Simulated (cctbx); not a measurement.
**Symmetry from intensities**

Cell: a = 6.4520 Å, b = 6.4520 Å, c = 9.8950 Å, α = 90.00°, β = 90.00°, γ = 120.00°. Expected content of the cell: Rh1 Al1 Mg14.

The data are simulated with cctbx, not measured: Mo Kα, λ = 0.71073 Å, to d = 0.65 Å, 50 % of the full sphere, strongest reflection 5000 counts, noise from counting, a 4 % proportional error and a noise floor of 2 counts (s.d.); no absorption.

A first pass over the reflections prints:

```text
2702 reflections to d = 0.650 A
centring   violations  <I/sigma> of those
    A       1027 of  1347      5.8
    B       1038 of  1333      5.8
    C       1005 of  1330      5.6
    I        996 of  1319      5.7
    R       1427 of  1831      6.6
    F       1535 of  2005      5.7
Laue class    unique    Rint  (classes that these axes allow; Friedel mates merged)
P -1             2030   0.054
P 1 1 2/m        1302   0.061
P -3              882   0.064
P -3 1 m          506   0.070
P -3 m 1          545   0.069
P 6/m             477   0.070
P 6/m m m         319   0.073
space group    extra absences  I>4sigma  <I/sigma>
P 6 2 2                 0          0         -  acentric
P 6 m m                 0          0         -  acentric
P -6 m 2                0          0         -  acentric
P -6 2 m                0          0         -  acentric
P 6/m m m               0          0         -  centric
Wilson B = 0.99 A^2   <|E^2-1|> = 0.798 (0.968 centric, 0.736 acentric)   E^2>4: 2.8 %
shell (A)         n   <I/sigma>
 9.90 - 1.30     53     24.9
 1.30 - 1.03     44     21.3
 1.03 - 0.90     37     18.3
 0.90 - 0.82     38     16.8
 0.82 - 0.76     42     17.3
 0.76 - 0.72     35     16.8
 0.72 - 0.68     39     12.8
 0.68 - 0.65     31     11.8
```

**Question.** What are the lattice type, the Laue class and the likely space group?

Every centring test has many violations, so the lattice is primitive.

Rint stays low (0.054 to 0.073) up to P 6/m m m, the highest class in these axes.

5 settings pass the absence test. No glide or screw absences show, which leaves P 6 2 2, P 6 m m, P -6 m 2, P -6 2 m and P 6/m m m.

⟨|E²−1|⟩ = 0.798 leans to a non-centrosymmetric structure. The Wilson B of 0.99 Å² means U ≈ 0.0125 Å².

The true group is P-6m2 (no. 187), Laue class 6/mmm, non-centrosymmetric. The tables only narrow the choice to the tied entries; cell content, site symmetry and trial solutions must settle it.

This is a model crystal, built by substitution and not relaxed, with assumed displacement parameters.

[Logs are printed without paths, hosts, clocks, repeated set-up lines and the standing remarks that a program may print on its own settings, such as how far it seeks lower states.]
